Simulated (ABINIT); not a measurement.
# Calculated records

## Sr3SbN (Pm-3m): a self-consistent loop beyond G0W0, cycle by cycle

Symmetry: Pm-3m, No. 221, cubic system. The conventional cell has a = 5.195 Å, b = 5.195 Å, c = 5.195 Å, α = 90.00°, β = 90.00°, γ = 90.00°. Nearest to Sr lie 2 N at 2.60 Å. Nearest to Sb lie 12 Sr at 3.67 Å. N has 6 Sr at 2.60 Å nearest. Farther neighbours, and contacts between anions beyond the nearest, are not listed.

```xyz
5
Lattice="5.1950 0.0000 0.0000 0.0000 5.1950 0.0000 0.0000 0.0000 5.1950" Properties=species:S:1:pos:R:3 pbc="T T T"
Sr    0.0000    2.5975    2.5975
Sr    2.5975    2.5975    0.0000
Sr    2.5975    0.0000    2.5975
Sb    0.0000    0.0000    0.0000
N     2.5975    2.5975    2.5975
```

```
method         : RPA screening on LDA from quasiparticle energies, plane waves, norm-conserving pseudopotentials (and 5 further levels or steps)
program        : ABINIT 10.8.3
settings       : cutoff 40 Ha, PseudoDojo scalar-relativistic 0.4.1 stringent, norm-conserving, ngkpt (2, 2, 2), nband 158, ecuteps 4.8 Ha, gwcalctyp 10, inclvkb 2, shiftk (0, 0, 0), symchi 1, awtr 1, frequency ppm, cycle 3, q points all but q = 0, 2×2×2 k-mesh
notes          : The program’s warnings: nproc spkpt=  >= nkpt= * nsppol=. The cell and positions are those that the Materials Project relaxed with its own functionals (PBE, PBE+U or r2SCAN), kept fixed. Limits: no spin-orbit coupling. The 2×2×2 mesh is coarse for this cell, which bears on the long-range parts of exchange and screening. For the LDA start: The RPA ε∞ on this mesh reaches over 25; with a narrow direct gap a coarse mesh can overstate it, and the correction is then too small. For the LDA start: On this mesh the RPA ε∞ passes 90, more than nearly any semiconductor shows; a coarse mesh does this where one point with a narrow direct gap carries much weight. The screening is then too strong, and the G0W0 gap should not be taken as the material’s.
G0W0           : 0.415 eV
evGW0, cycle 1 : 0.428 eV
evGW0, cycle 2 : 0.436 eV
evGW, cycle 1  : 0.537 eV
evGW, cycle 2  : 0.554 eV
evGW, cycle 3  : 0.554 eV
```

Only the bands that the input lists are updated; the higher empty ones keep the functional's energies. The evGW loop starts from the last levels of evGW0, so its cycles and time come on top of those.

[Long decimals in the printed logs are rounded to 6 places.]

[Logs are printed without paths, hosts, clocks, repeated set-up lines and the standing remarks that a program may print on its own settings, such as how far it seeks lower states.]

[Paths, hosts, dates, memory and timing lines, banners, echoed tables and standing remarks are left out of the program output; an Ansatz launch command may be rebuilt from the run's recorded settings. Measured values are a selection of at most five: reports struck by readers or far from the other reports are left out. None is set beside runs whose start may be inverted or whose files or cutoffs have a known fault.]

[Runs of the session that timed out or met a known fault of the program may be left out.]

[Hosts, paths, dates, database ids (printed as entryN), source tags and the programs' standing remarks are cut or masked in the printed files.]

[G0W0 gaps are taken among the corrected bands and points alone; a level outside them can change the order at an edge.]

[Where Ansatz stands beside ABINIT at settings called matched, ABINIT's density can come from a denser mesh and the files from another edition; pairs whose starting gaps differed by over 0.03 eV were left out, so agreement reads better than it is.]
